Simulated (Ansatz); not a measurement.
# P2Ir (P2_1/c): spin-orbit coupling beyond the local functionals

Wanted: gaps of P2Ir (P2_1/c) with and without spin-orbit coupling, with cost.

Main program and level: Ansatz 0.2.0; density functionals with and without spin-orbit coupling, plane waves, PAW.

## 1. Starting point

The structure is monoclinic, space group P2_1/c (No. 14). The conventional cell has a = 5.772 Å, b = 5.807 Å, c = 5.872 Å, α = 90.00°, β = 111.25°, γ = 90.00°. Nearest to P lie 1 P at 2.22 Å and 3 Ir at 2.41 to 2.42 Å. Nearest to P lie 1 P at 2.22 Å and 3 Ir at 2.33 to 2.35 Å. Ir has 6 P at 2.33 to 2.42 Å nearest. Farther neighbours are not listed.

As a file:

```cif
data_structure
_symmetry_space_group_name_H-M 'P2_1/c'
_symmetry_Int_Tables_number 14
_cell_length_a 5.7723
_cell_length_b 5.8067
_cell_length_c 5.8725
_cell_angle_alpha 90.000
_cell_angle_beta 111.251
_cell_angle_gamma 90.000
_cell_volume 183.45
loop_
_atom_site_label
_atom_site_type_symbol
_atom_site_symmetry_multiplicity
_atom_site_Wyckoff_symbol
_atom_site_fract_x
_atom_site_fract_y
_atom_site_fract_z
_atom_site_occupancy
P1 P 4 e 0.15801 0.88188 0.87029 1
P2 P 4 e 0.33432 0.37721 0.18855 1
Ir1 Ir 4 e 0.27187 0.49883 0.79158 1
```

The cell and positions are those that the Materials Project relaxed with its own functionals (PBE, PBE+U or r2SCAN), kept fixed. Spin-orbit coupling is left out unless a step names it. The default PAW set here is soft_2. Its files were made with PBE.

## 2. HSE06, 2×2×2 mesh

This step: DFT, HSE06, plane waves, PAW.

File input.yaml:

```yaml
crystal:
  lattice:
    - [5.7723350975, 0.0, 0.0]
    - [0.0, 5.80673151, 0.0]
    - [-2.1284997265, 0.0, 5.4731408836]
  atoms:
    - { symbol: P, position: [0.1580067, 0.88188186, 0.87028772] }
    - { symbol: P, position: [0.8419933, 0.38188186, 0.62971228] }
    - { symbol: P, position: [0.8419933, 0.11811814, 0.12971228] }
    - { symbol: P, position: [0.1580067, 0.61811814, 0.37028772] }
    - { symbol: P, position: [0.33432299, 0.37720527, 0.18854639] }
    - { symbol: P, position: [0.66567701, 0.87720527, 0.31145361] }
    - { symbol: P, position: [0.66567701, 0.62279473, 0.81145361] }
    - { symbol: P, position: [0.33432299, 0.12279473, 0.68854639] }
    - { symbol: Ir, position: [0.27186641, 0.49883041, 0.79157869] }
    - { symbol: Ir, position: [0.72813359, 0.99883041, 0.70842131] }
    - { symbol: Ir, position: [0.72813359, 0.50116959, 0.20842131] }
    - { symbol: Ir, position: [0.27186641, 0.00116959, 0.29157869] }
kpoints:
  mp_grid: { grid: [2, 2, 2] }
  band_path:
    path:
      - [0.0, 0.0, 0.0]
      - [0.0, 0.5, 0.0]
      - [0.0, 0.5, 0.5]
      - [0.0, 0.0, 0.5]
      - [-0.5, 0.0, 0.5]
      - [-0.5, 0.5, 0.5]
      - [-0.5, 0.5, 0.0]
      - [-0.5, 0.0, 0.0]
    npoints: 1
hamiltonian:
  xc: hse06
scf:
  occupations: { method: fixed }
  n_extra_bands: 8
output:
  eigenvalues: true
```

Run with:

```
$ ansatz run input.yaml --threads 24 --pin off --max-ram 82944MiB --backend cuda --events-out ev --progress --plain --runs-dir out --devices 1 --max-vram 78GiB
```

Numbers of over 12 decimals in the logs are rounded to 6 here.

The program printed:

```text
scf.n_extra_bands = 8 over 54 filled bands (N_el = 108.0): the run solves 62 bands
exact exchange: scf.exx.singularity resolves to wigner_seitz, which cuts the screened interaction at the faces of the exchange supercell's Wigner-Seitz cell, so that each pair interacts once, at the shortest of its separations (the periodic images that this leaves out come, for a point-like exchange hole, to about 0.001 eV on a filled level). The cut falls within the interaction's reach, and what an exchange supercel [...]
GPUs: using 1 of 1 available (devices: 1).
Engine: ansatz 0.2.0, aarch64-unknown-linux-gnu
Pseudopotentials: kind: paw
Pseudopotential: P, paw, valence charge 5, recommended cutoff 420 eV (normal), P.paw.azcp
Pseudopotential: Ir, paw, valence charge 17, recommended cutoff 420 eV (normal), Ir.paw.azcp
Functional definition: HSE06
  parameter a = 0.25
  parameter omega = 0.11/bohr
  exchange = pbe_x - a*pbe_x_sr(omega) + a*exact_x_sr(omega)
  correlation = pbe_c
davidson cushion auto → on  (no smearing: the cushion is to keep the highest requested band from converging to the state above it; pin scf.eigensolver.cushion to override)
[...]
Crystal: 12 atoms, lattice volume = 183.451 Å³
Basis set: ecut = 420 eV, 3599 PW (Γ)
Bands: 62, of which v1, the nominal top of the filled ones, is band 54 counted from 1 (53 counted from 0)
Symmetry: 4 space group operations
Space group: P21/c (ITA 14), of the structure as read, at distance tolerance 5.7e-5 Å
k-points: 8
Non-local potential: P, projectors of the file, l = 0: 2, l = 1: 2, l = 2: 2
Non-local potential: Ir, projectors of the file, l = 0: 3, l = 1: 2, l = 2: 2, l = 3: 1
PAW form: soft (Blöchl's): semilocal exchange-correlation on the pseudo side does not see the compensation charge
PAW frozen core: P, regenerated for the run's functional, and the local potential with it (the file was generated under x = pbe(κ = 0.804, μ = 0.219515), c = pbe(β = 0.066725))
PAW frozen core: Ir, regenerated for the run's functional, and the local potential with it (the file was generated under x = pbe(κ = 0.804, μ = 0.219515), c = pbe(β = 0.066725))
PAW one-centre angular grid: P, 110 points (default); XC on 64 Gauss nodes
PAW one-centre angular grid: Ir, 590 points (default); XC on 64 Gauss nodes
Initial density: superposition of atomic densities (neutral atoms: chi_scale 0, normalization atom), corrected by the library's trained network
Initial wavefunctions: pseudopotential atomic-orbital guess
[...]
Functional: x = pbe(κ = 0.804, μ = 0.219515), c = pbe(β = 0.066725), warm-up for x = pbe(κ = 0.804, μ = 0.219515) + 0.25 (exact − pbe) at short range (hse, ω = 0.207870 Å⁻¹), c = pbe(β = 0.066725); HSE06 as pw.x's `hse` composes it (authors' and Libxc's form: `xc: wpbeh`)
[...]
Exchange kernel: α = 0.2500, screened, ω = 0.2079 Å⁻¹, Wigner–Seitz truncation, v(0) = 964.5207 eV·Å³, q-mesh 2×2×2, nearest image of the exchange supercell L = 11.54 Å, pair-density grid 30×30×30, without the augmentation charges, whose exchange is taken in its separable form by FFT convolution over the k-point mesh (sized by the pseudopotential files, 36×40×40 at the most), smooth part of the exact exchange by density-matrix convolution in up to 1.73 GiB of GPU memory as planned if the GPU has room (build and FFT work areas not counted)
Frozen-core exchange: fock
SCF iter   1: F=—  HF=-53807.439110 eV  |F-HF|=—  |Δ(HF+E_count)|=         —  Δρ=1.36e-4  dr2=1.19e-5  ethr=7.61e-7  ⟨swp⟩=3.0  Hψ=1191  notcnv=0
[...]
iter 2 solved again at ethr=8.11e-10 eV; its pass at ethr=8.49e-9 eV (dr2=8.75e-7 eV) is discarded
SCF iter   2: F=—  HF=-53807.439121 eV  |F-HF|=—  |Δ(HF+E_count)|=   1.09e-5  Δρ=4.70e-5  dr2=1.01e-6  ethr=8.11e-10  ⟨swp⟩=2.0  Hψ=2561  notcnv=0
SCF iter   3: F=—  HF=-53807.439122 eV  |F-HF|=—  |Δ(HF+E_count)|=   8.70e-7  Δρ=1.82e-5  dr2=1.68e-7  ethr=8.11e-10  ⟨swp⟩=4.8  Hψ=1347  notcnv=0
SCF iter   4: F=-53807.439122 eV  HF=-53807.439122 eV  |F-HF|=7.36e-9  |Δ(HF+E_count)|=   4.45e-8  Δρ=7.31e-6  dr2=2.88e-8  ethr=1.37e-10  ⟨swp⟩=2.2  Hψ=1100  notcnv=0
SCF 3 converged in 4 iterations: F = -53807.439122 eV  dr2 = 2.88e-8
hybrid outer 2: dexx = +2.205e-5 eV, tail = 1.55e-7 eV, Δε = 2.04e-3 eV (about 6.42e-5 eV left of the loop's levels)
[...]
NSCF: frozen V_eff on 8 k-points
hybrid SCF converged: 2 outer / 11 inner (+6 warm-up), last move |dexx| = 2.21e-5 eV, tail = 1.55e-7 eV
Stability not checked: this state was not tested for a lower state beside it, because the functional holds exact exchange (a hybrid, or Hartree-Fock), whose exchange loop this test does not read (fock_operator; see scf.lower_state_search)
Free energy (F): -53807.439124 eV
Frozen-core exchange: fock
Harris-Foulkes:  -53807.439124 eV  (|F-HF|=7.36e-9)
Internal energy: -53807.439124 eV  (E = F + TS)
E sigma→0 (E₀):  -53807.439124 eV
Fermi energy:    13.591902 eV
--- Per-component energies (eV) ---
  E_band       = -987.138063
  E_kinetic    = 3065.733711
  E_local      = -8118.542259  (includes V_loc(G=0)·N_el)
  E_nonlocal   = 551.449118
  E_hartree    = 3199.041839
  E_xc         = -1261.878223
  E_vxc        = -1354.532478  (∫ρ·V_xc dr)
  E_exx        = -295.963587  (= α·E_x^exact, valence–valence)
  E_paw        = -41471.119460  (= ΣΔE_a)
  E_vpaw       = -937.399958  (= ΣTr[D̂ρ^β])
  E_aug_tail   = 0.000285  (compensation charges beyond the density's cutoff)
  E_ewald      = -9466.752748
  E_core_change = -9.407801  (= ΣΔE_core)
  E_smearing   = -0.000000  (= −TS)
  E_closure    = -0.000000  (closes the sum)
  Σ components = -53807.439124   (vs F -53807.439124, Δ=-7.28e-12)
--- Band table (eV; the first three rows and the last of 8) ---
  k-point 0: bands = [... 50 lower, 11.2612, 11.5307, 11.9090, 12.0767, 14.7356, 15.6517, 16.6991, 17.1020, ... 4 higher]
  k-point 1: bands = [... 50 lower, 11.5503, 11.5503, 12.9856, 12.9856, 15.5294, 15.5294, 16.4304, 16.4304, ... 4 higher]
  k-point 2: bands = [... 50 lower, 12.2723, 12.2723, 12.8915, 12.8915, 15.4318, 15.4318, 17.0180, 17.0180, ... 4 higher]
  k-point 7: bands = [... 50 lower, 12.6887, 12.6887, 13.5919, 13.5919, 15.9917, 15.9917, 16.6914, 16.6914, ... 4 higher]
```

The job ended after 5.3 s (1 × NVIDIA GB200 (shared by 2 runs) with 24 threads of Arm Neoverse V2, shared host; peak memory 1.4 GiB).

Reading the cycles: dr2 is the Hartree energy of the density residual (eV), the measure of convergence; HF is the Harris–Foulkes estimate of the energy, which meets the free energy F at convergence.

This step gave:

* gap: 1.144 eV
* valence top at: E
* conduction bottom at: Γ
* least direct gap: 2.184 eV
* exact-exchange fraction: 0.25

The gap is indirect, with the least direct gap 1.04 eV higher.

## 3. HSE06+SOC, 2×2×2 mesh

The many-body steps leave out spin-orbit coupling, so its effect is taken from a two-component run, with twice the bands.

This step: DFT, HSE06 with spin-orbit coupling, plane waves, PAW.

input.yaml: that of step 2 with these lines changed.

```diff
@@ -34,4 +34,7 @@
 scf:
-  occupations: { method: fixed }
-  n_extra_bands: 8
+  occupations: { method: fermi_dirac, width: 0.02 }
+  n_extra_bands: 16
+magnetization:
+  noncollinear: true
+  spin_orbit: true
 output:
```

The program printed:

```text
[...]
GPUs: using 1 of 1 available (devices: 1).
[...]
non-collinear run that drives no moment, with spin-orbit: no starting moment large enough to seed its density (crystal.atoms[].spin), no starting occupations that ask for one, no magnetisation constraint and no magnetic field, so the semilocal B_xc is pinned to zero
[...]
Crystal: 12 atoms, lattice volume = 183.451 Å³
Basis set: ecut = 420 eV, 3599 PW (Γ)
Bands: 124, of which v1, the nominal top of the filled ones, is band 108 counted from 1 (107 counted from 0)
Symmetry: 4 space group operations + 4 with time reversal
[...]
k-points: 8
Projection manifold: j_resolved (fully-relativistic pseudo-atomic orbitals)
[...]
SCF iter   1: F=—  HF=-53923.342810 eV  |F-HF|=—  |Δ(HF+E_count)|=         —  Δρ=5.48e-2  dr2=3.12e0  dr2_m=0.00e0 (ungated)  ethr=1.00e-1  |M|=0.00e0 ∫|m|=0.00e0 μB  |m|>n=0.0e0 m-floor=0.0e0 τ_xc=0.0e0  β_m=0.30  ⟨swp⟩=4.1  Hψ=3783  notcnv=0
[...]
hybrid outer 1: dexx = +5.851e-2 eV, tail = 1.76e-4 eV
[...]
SCF 3 converged in 5 iterations: F = -53847.764623 eV  dr2 = 7.50e-8
[...]
```

It took 16 s on 1 × NVIDIA GB200 (shared by 2 runs) with 24 threads; peak memory 2.2 GiB.

Numbers from this step:

| Item | Value |
| --- | --- |
| gap | 1.147 eV |
| valence top at | E |
| conduction bottom at | Γ |
| least direct gap | 2.086 eV |
| exact-exchange fraction | 0.25 |

The gap is that of HSE06.

## 4. Together

Times are wall times on 1 × NVIDIA GB200 (shared by 2 runs) with 24 threads of Arm Neoverse V2, shared host, good to a factor of about two.

| level | gap (eV) | with coupling (eV) | change (eV) | time | with coupling |
| --- | --- | --- | --- | --- | --- |
| HSE06 | 1.14 | 1.15 | +0.003 | 5.3 s | 16 s |

## 5. Results

| Property | Result |
| --- | --- |
| HSE06 | 1.14 eV |
| HSE06+SOC | 1.15 eV |

In words: Spin-orbit coupling changes the gap by +0.003 eV and the least direct gap by −0.10 eV. The runs have no spin polarisation. For a closed low-spin shell that is the natural state; where a d or f shell is open it is a constraint, and the gap is then not the crystal's own.

[Paths, hosts, dates, memory and timing lines, banners, echoed tables and standing remarks are left out of the program output.]

[Logs are printed without paths, hosts, clocks, repeated set-up lines and the standing remarks that a program may print on its own settings, such as how far it seeks lower states.]

[Runs of the session that timed out or met a known fault of the program may be left out.]

[Cells called generated may have been cut or substituted from an entry of the Crystallography Open Database or the Materials Project.]

[Hosts, paths, dates, database ids (printed as entryN), source tags and the programs' standing remarks are cut or masked in the printed files.]
